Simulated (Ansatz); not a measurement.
# V2CF2 MXene monolayer in a perpendicular field

Wanted: the out-of-plane response of the V2CF2 MXene monolayer. A positive field points along +c.

Method: plane-wave DFT, PBE-D3(BJ), Ansatz PAW (set soft_1); PAW set soft_1, in Ansatz 0.2.0.

Most raw output is cut from this account.

## Step 1: Starting point

The cell holds 5 atoms: 2 F, 2 V and 1 C. Its edges and angles: a = 3.012 Å, b = 3.012 Å, c = 39.228 Å, α = 90.0°, β = 90.0°, γ = 120.0°. Vacuum lies along c.

## Step 2: Relaxing the slab

The starting cell is a guess, so the in-plane lattice and the atoms are relaxed first, with the slab cut off from its images along the normal.

Contents of input.yaml:

```yaml
crystal:
  lattice:
    - [3.012152, 0.0, 0.0]
    - [-1.506076, 2.6086001521, 0.0]
    - [0.0, 0.0, 39.2279790607]
  atoms:
    - { symbol: F, position: [0.3333333333, 0.6666666667, 0.4473847601] }
    - { symbol: V, position: [0.6666666667, 0.3333333333, 0.4697023666], spin: 2.0 }
    - { symbol: C, position: [0.0, 0.0, 0.5] }
    - { symbol: V, position: [0.3333333333, 0.6666666667, 0.5302976334], spin: 2.0 }
    - { symbol: F, position: [0.6666666667, 0.3333333333, 0.5526152399] }
  periodic: [true, true, false]
magnetization:
  spin_polarized: true
kpoints:
  mp_grid: { grid: [12, 12, 1] }
hamiltonian:
  xc: pbe
  dispersion: d3bj
  pseudopotentials: { kind: paw, azcp: { folder: soft_1 } }
scf:
  occupations: { method: fermi_dirac, width: 0.05 }
  convergence: { dr2_threshold: 1.0e-09 }
relax:
  f_tol: 0.004
  max_steps: 90
  cell: {}
output:
  write_potential: true
  write_density: true
  volumetric_format: npy
```

Run with:

```console
> ansatz run input.yaml --threads 2 --pin off --max-ram 3072MiB --backend cpu --events-out ev --progress --plain --runs-dir out
```

Run time: 2.3 min. Hardware: 2 threads of Arm Neoverse V1, shared host; peak memory 0.72 GiB; 4.5 min of CPU time.

The steps of the relaxation:

| step | energy less that of the first step (eV) | largest force component (eV/Å) | volume (Å³) |
| --- | --- | --- | --- |
| 1 | 0.0000 | 5.7491 | 308.23 |
| 2 | -1.5779 | 4.0060 | 300.50 |
| 3 | -1.8501 | 3.6666 | 293.67 |
| 4 | -2.2255 | 0.1418 | 298.09 |
| 5 | -2.2292 | 0.0068 | 298.43 |
| 6 | -2.2292 | 0.0015 | 298.45 |
| 7* | -2.2249 | 0.0016 | 298.45 |
| 8 | -2.2251 | 0.0007 | 298.18 |
| 9* | -2.2249 | 0.0007 | 298.18 |

Relaxation steps marked * repeat the geometry before them on a plane-wave basis chosen anew for their cell, so energy and pressure can jump there.

The run keeps the 12 symmetry operations that it works with, so distortions that break them were not tested.

| cell as run | before | after | change |
| --- | --- | --- | --- |
| a (Å) | 3.012 | 2.963 | -1.6 % |
| b (Å) | 3.012 | 2.963 | -1.6 % |

The atoms that moved most (Å, along periodic axes as changes of fractional coordinates times the final cell, across vacuum about the mean position):

| atom | dx | dy | dz | length |
| --- | --- | --- | --- | --- |
| F5 | 0.000 | 0.000 | 0.244 | 0.244 |
| F1 | 0.000 | 0.000 | -0.244 | 0.244 |
| V4 | 0.000 | 0.000 | -0.167 | 0.167 |
| V2 | 0.000 | 0.000 | 0.167 | 0.167 |

Final coordinates:

```xyz
5
Lattice="2.9626 0.0000 0.0000 -1.4813 2.5657 0.0000 0.0000 0.0000 39.2280" Properties=species:S:1:pos:R:3
F     0.0000    1.7105   17.3061
V     1.4813    0.8552   18.5920
C     0.0000    0.0000   19.6140
V     0.0000    1.7105   20.6360
F     1.4813    0.8552   21.9219
```

Numbers from this step:

- energy at zero smearing: -7696.3774 eV

The lattice constant a goes from 3.012 to 2.963 Å.

## Step 3: Atoms held, field 0

A sawtooth potential applies the field, turning back in the middle of the vacuum. With the dipole correction the typed value is the field outside the slab. The induced dipole is small, so the SCF threshold is tight.

The cell differs from the one that the last finished run ended in (c 39.228 → 22.616 Å).

Contents of input.yaml:

```yaml
crystal:
  lattice:
    - [2.9626264729, 0.0, 0.0]
    - [-1.4813132365, 2.5657097875, 0.0]
    - [0.0, 0.0, 22.6158767033]
  atoms:
    - { symbol: F, position: [0.3333333333, 0.6666666667, 0.3979505247] }
    - { symbol: V, position: [0.6666666667, 0.3333333333, 0.4548118102] }
    - { symbol: C, position: [0.0, 0.0, 0.5] }
    - { symbol: V, position: [0.3333333333, 0.6666666667, 0.5451881898] }
    - { symbol: F, position: [0.6666666667, 0.3333333333, 0.6020494753] }
kpoints:
  mp_grid: { grid: [18, 18, 1] }
  band_path:
    path: [[0, 0, 0], [0.5, 0, 0], [0.33333333, 0.33333333, 0], [0, 0, 0]]
    npoints: 16
hamiltonian:
  xc: pbe
  dispersion: d3bj
  pseudopotentials: { kind: paw, azcp: { folder: soft_1 } }
scf:
  occupations: { method: fermi_dirac, width: 0.02585 }
  convergence: { dr2_threshold: 1.0e-10 }
efield:
  axis: 3
  dipole_correction: true
  ramp_position: 0.97
  ramp_width: 0.06
  amplitude: 0
output:
  dos: { projected: true, e_range: [-6, 5] }
  write_potential: true
  write_density: true
  volumetric_format: npy
  elf: true
```

Run time: 23 s. Hardware: 2 threads; peak memory 0.47 GiB; 46 s of CPU time.

This step gave:

```
energy at zero smearing   : -7696.3757 eV
work function, upper face : 5.298 eV
dipole along the normal   : 4.42e-7 e·Å
```

Running mean over a fixed 2.7 Å (it still follows the layers) of the planar mean; the ramp of the sawtooth is left out. The electron's electrostatic potential energy less the Fermi level by z:

| z (Å) | electron's electrostatic potential energy less the Fermi level (eV) |
| --- | --- |
| 3 | 5.30 |
| 4 | 5.30 |
| 5 | 5.30 |
| 6 | 5.29 |
| 7 | 5.13 |
| 8 | 1.85 |
| 9 | -4.22 |
| 10 | -10.4 |
| 11 | -13.1 |
| 12 | -12.1 |
| 13 | -8.49 |
| 14 | -1.46 |
| 15 | 3.54 |
| 16 | 5.26 |
| 17 | 5.30 |
| 18 | 5.30 |
| 19 | 5.30 |

The density of states has structure finer than the step of the table below, so its rows give means over 0.2 eV, whole bins alone (the curve runs from -6 to 0.48 eV). Peaks (eV: height): -5.28: 9.04, -4.26: 25.9, -4.18: 21.5, 0.45: 11.2.

Density of states against energy, zero at the Fermi level; means over each step:

energy (eV), density of states (states/eV a cell) and a bar:
```
     -5.6        0.0 
     -5.4        0.7 ##
     -5.2        4.8 ###########
     -5.0        3.0 #######
     -4.8        2.3 #####
     -4.6        1.9 ####
     -4.4        3.4 ########
     -4.2       13.3 ##############################
     -4.0        1.5 ###
     -3.8        0.6 #
     -3.6        0.0 
     -3.4        0.0 
     -3.2        0.0 
     -3.0        0.0 
     -2.8        0.2 
     -2.6        0.8 ##
     -2.4        0.9 ##
     -2.2        1.0 ##
     -2.0        1.2 ###
     -1.8        1.4 ###
     -1.6        2.1 #####
     -1.4        1.4 ###
     -1.2        1.3 ###
     -1.0        1.9 ####
     -0.8        1.5 ###
     -0.6        1.4 ###
     -0.4        2.2 #####
     -0.2        1.8 ####
      0.0        1.9 ####
      0.2        2.0 #####
```

Projected DOS per atom over height of the atomic layer and energy from the Fermi level. Layers: F V C V F from below.

Ten even steps from '_' (0.00 states/eV) to '@' (2.75 states/eV), each cell a mean:
```
__++__++__
__--__--__
__--__--__
__::__::__
__::__::__
__::__::__
__::__::__
__::__::__
__..__..__
__..__..__
__..__..__
__________
__________
__________
__________
..==@@==..
..--%%--..
__..--..__
....==....
::..++..::
__________
__________
```
Columns: height of the atomic layer (Å) from 9 to 13.6 (not evenly spaced); rows upwards: energy from the Fermi level (eV) from -5.96 to 0.43.

Electronic bands along the path, in eV, zero at the Fermi level:

| point | band 19 | band 20 | band 21 | band 22 | band 23 | band 24 | band 25 | band 26 |
| --- | --- | --- | --- | --- | --- | --- | --- | --- |
| Γ | -3.75 | -3.75 | -1.34 | -1.34 | -0.54 | 0.52 | 0.52 | 0.79 |
| halfway | -4.27 | -4.09 | -2.08 | -0.45 | -0.11 | 0.56 | 0.73 | 0.87 |
| M | -4.15 | -4.07 | -2.79 | 0.55 | 0.63 | 1.04 | 1.06 | 1.51 |
| halfway | -4.82 | -4.17 | -1.84 | 0.08 | 0.41 | 0.88 | 1.11 | 1.33 |
| K | -5.29 | -4.17 | -0.67 | -0.29 | -0.29 | 0.94 | 0.94 | 1.26 |
| halfway | -4.52 | -4.29 | -1.46 | -1.17 | 0.39 | 0.68 | 0.73 | 1.05 |
| Γ | -3.75 | -3.75 | -1.34 | -1.34 | -0.54 | 0.52 | 0.52 | 0.79 |

ELF in the ca plane at fractional y = 0.333, with atoms of V and F within 0.2 Å of it. It is the smooth field of the valence electrons, not physical close to the nuclei.

Ten even steps from '0' (0.00) to '9' (0.80), each cell a mean:
```
00000000000000011212552353114898620000000000
00000000000000000026886222128989841000000000
00000000000000000037887322138879952000000000
00000000000000000015885232127999841000000000
00000000000000012211442453113787520000000000
00000000000000136641125763210122100000000000
00000000000000247752147863221000000000000000
00000000000000135631124763210233100000000000
```
Columns run along c (16.0 Å, from fractional 0.12 to 0.83 of the cell), rows up along a (3.0 Å). Atoms in or near the plane, at fractional coordinates: V at (0.45, 0.67), F at (0.60, 0.67).

Electrostatic potential energy in the ca plane at fractional y = 0.333, with atoms of V and F within 0.2 Å of it. With pseudopotentials it is smooth inside the atoms' cores, unlike the true potential.

Values in eV, 5 rows by 16 columns, each cell a mean:
```
  5   5   5   5   5   4  -3 -33 -14  -2 -10  -8   5   5   5   5
  5   5   5   5   5   4  -9 -40 -23   0 -24 -24   5   5   5   5
  5   5   5   5   5   4  -4 -33 -14  -2 -10  -8   5   5   5   5
  5   5   5   5   5   5   1  -4  -4 -13  -4   4   5   5   5   5
  5   5   5   5   5   5   1  -4  -4 -13  -4   4   5   5   5   5
```
Columns run along c (16.0 Å, from fractional 0.12 to 0.83 of the cell; values clipped at the 3rd and 97th percentile), rows up along a (3.0 Å). Atoms in or near the plane, at fractional coordinates: V at (0.45, 0.67), F at (0.60, 0.67).

Valence density in the ca plane at fractional y = 0.333, with atoms of V and F within 0.2 Å of it. It is the smooth field of the valence electrons, not physical close to the nuclei.

Values in units of 1e0 e/Å³, 5 rows by 16 columns, each cell a mean:
```
0.0 0.0 0.0 0.0 0.0 0.0 0.0 0.1 2.5 1.5 0.3 0.7 1.8 0.1 0.0 0.0
0.0 0.0 0.0 0.0 0.0 0.0 0.0 0.1 8.5 4.6 0.2 2.3 7.5 0.1 0.0 0.0
0.0 0.0 0.0 0.0 0.0 0.0 0.0 0.1 2.5 1.5 0.3 0.7 1.8 0.1 0.0 0.0
0.0 0.0 0.0 0.0 0.0 0.0 0.0 0.3 0.3 0.5 0.6 0.3 0.1 0.0 0.0 0.0
0.0 0.0 0.0 0.0 0.0 0.0 0.0 0.3 0.3 0.5 0.6 0.3 0.1 0.0 0.0 0.0
```
Columns run along c (16.0 Å, from fractional 0.07 to 0.78 of the cell), rows up along a (3.0 Å). Atoms in or near the plane, at fractional coordinates: V at (0.45, 0.67), F at (0.60, 0.67).

The work function of the upper face is 5.30 eV.

## Step 4: Atoms held, field 0.1 V/Å

Edit input.yaml of step 3 so:

```diff
@@ -26,7 +26,6 @@
   dipole_correction: true
-  ramp_position: 0.97
-  ramp_width: 0.06
-  amplitude: 0
+  ramp_position: 0.9235
+  ramp_width: 0.153
+  amplitude: 0.1
 output:
-  dos: { projected: true, e_range: [-6, 5] }
   write_potential: true
@@ -34,2 +33 @@
   volumetric_format: npy
-  elf: true
```

Elapsed: 23 s, on 2 threads; peak memory 0.45 GiB; 45 s of CPU time.

The dipole is 0.0209 e·Å.

## Step 5: Atoms held, field -0.1 V/Å

Edit input.yaml of step 4 so:

```diff
@@ -28,3 +28,3 @@
   ramp_width: 0.153
-  amplitude: 0.1
+  amplitude: -0.1
 output:
```

The job ended after 22 s (2 threads; peak memory 0.45 GiB).

The dipole is -0.0209 e·Å.

## Step 6: Response, atoms held

This step: plane-wave DFT, PBE-D3(BJ), Ansatz PAW (set soft_1); response to a field along the normal, atoms held; PAW set soft_1 (Ansatz 0.2.0).

The dipoles give the slope, and the difference of two potentials shows where the field is screened.

This step gave:

```
equivalent conductor thickness p/(ε₀AE) : 4.975 Å
distance between the outer atoms        : 4.616 Å
```

The dipole of the cell by applied field:

| applied field (V/Å) | dipole of the cell (e·Å) |
| --- | --- |
| -0.1000 | -0.0209 |
| 0.0000 | 4.4e-7 |
| 0.1000 | 0.0209 |

Local field over the applied field, running mean. From the potentials at -0.1 and 0.1 V/Å; running mean over 2.5 Å. The local field over applied field by z:

z (Å), local field over applied field and a bar:
```
      4.5      1.000 ##############################
      5.0      1.000 ##############################
      5.5      0.999 ##############################
      6.0      0.996 ##############################
      6.5      0.986 ##############################
      7.0      0.950 ############################
      7.5      0.863 ##########################
      8.0      0.733 ######################
      8.5      0.584 #################
      9.0      0.434 ############
      9.5      0.282 #######
     10.0      0.167 ####
     10.5      0.092 #
     11.0      0.051 
     11.5      0.045 
     12.0      0.080 #
     12.5      0.146 ###
     13.0      0.250 ######
     13.5      0.398 ###########
     14.0      0.550 ################
     14.5      0.699 #####################
     15.0      0.835 #########################
     15.5      0.935 ############################
     16.0      0.980 #############################
     16.5      0.995 ##############################
     17.0      0.999 ##############################
     17.5      1.000 ##############################
     18.0      1.000 ##############################
     18.5      1.000 ##############################
```

Electrons, planar mean, per unit field. The induced electron density by z:

| z (Å) | induced electron density (e/Å³ per V/Å) |
| --- | --- |
| 4.10 | 2.3e-8 |
| 4.52 | 2.6e-7 |
| 4.95 | 6.4e-7 |
| 5.23 | 1.4e-6 |
| 5.65 | 4.8e-6 |
| 6.08 | 1.5e-5 |
| 6.50 | 5.0e-5 |
| 6.78 | 1.1e-4 |
| 7.21 | 3.4e-4 |
| 7.63 | 9.6e-4 |
| 8.06 | 0.00237 |
| 8.34 | 0.00346 |
| 8.76 | 0.00193 |
| 9.19 | 0.00191 |
| 9.61 | -1.5e-4 |
| 9.89 | 7.2e-4 |
| 10.32 | 0.00194 |
| 10.74 | 7.0e-4 |
| 11.17 | 2.2e-4 |
| 11.45 | -2.2e-4 |
| 11.87 | -7.0e-4 |
| 12.30 | -0.00194 |
| 12.72 | -7.2e-4 |
| 13.00 | 1.5e-4 |
| 13.43 | -0.00191 |
| 13.85 | -0.00193 |
| 14.28 | -0.00346 |
| 14.56 | -0.00237 |
| 14.98 | -9.6e-4 |
| 15.41 | -3.4e-4 |
| 15.83 | -1.1e-4 |
| 16.11 | -5.0e-5 |
| 16.54 | -1.5e-5 |
| 16.96 | -4.8e-6 |
| 17.39 | -1.4e-6 |
| 17.67 | -6.4e-7 |
| 18.09 | -2.6e-7 |
| 18.52 | -2.3e-8 |

By hand: between -0.1 and 0.1 V/Å the dipole changes by 0.04180 e·Å, a slope of 0.2090 e·Å²/V. A perfect conductor of thickness t has p = ε₀AEt, so t = 180.95 × 0.2090 / 7.601 = 4.98 Å (e/ε₀ = 180.95 V·Å, A in Å²).

The induced dipole is that of a conductor 4.98 Å thick.

## Step 7: Results

```yaml
gap_without_field: none
work_function_upper_face: 5.30 eV
equivalent_conductor_thickness_atoms_held: 4.98 Å
```

**Reading.** The induced dipole equals that of a perfect conductor 4.98 Å thick, while the outer atoms lie 4.62 Å apart. There is no gap over 0.03 eV, with or without the field. The first relaxation ran with spin and lost its moment, and the later runs have none; other magnetic states were not tried. The MXene's terminations sit over the metal atoms of its far layer; the site over carbon or nitrogen, which some compounds prefer, was not run.

[Logs are printed without paths, hosts, clocks, repeated set-up lines and the standing remarks that a program may print on its own settings, such as how far it seeks lower states.]

[Hosts, paths, dates, database ids (printed as entryN), source tags and the programs' standing remarks are cut or masked in the printed files.]

[Maps of the electrostatic potential energy from Ansatz leave out the sawtooth potential of an applied field or a dipole correction, so their vacuum need not be flat; planar profiles and work functions include it.]

[The density of states shown here was stored with 400 of the rows of the run's finer table, so its peaks can read low, often by over a quarter, or be missed, and its means over a window can be off by a tenth or more.]
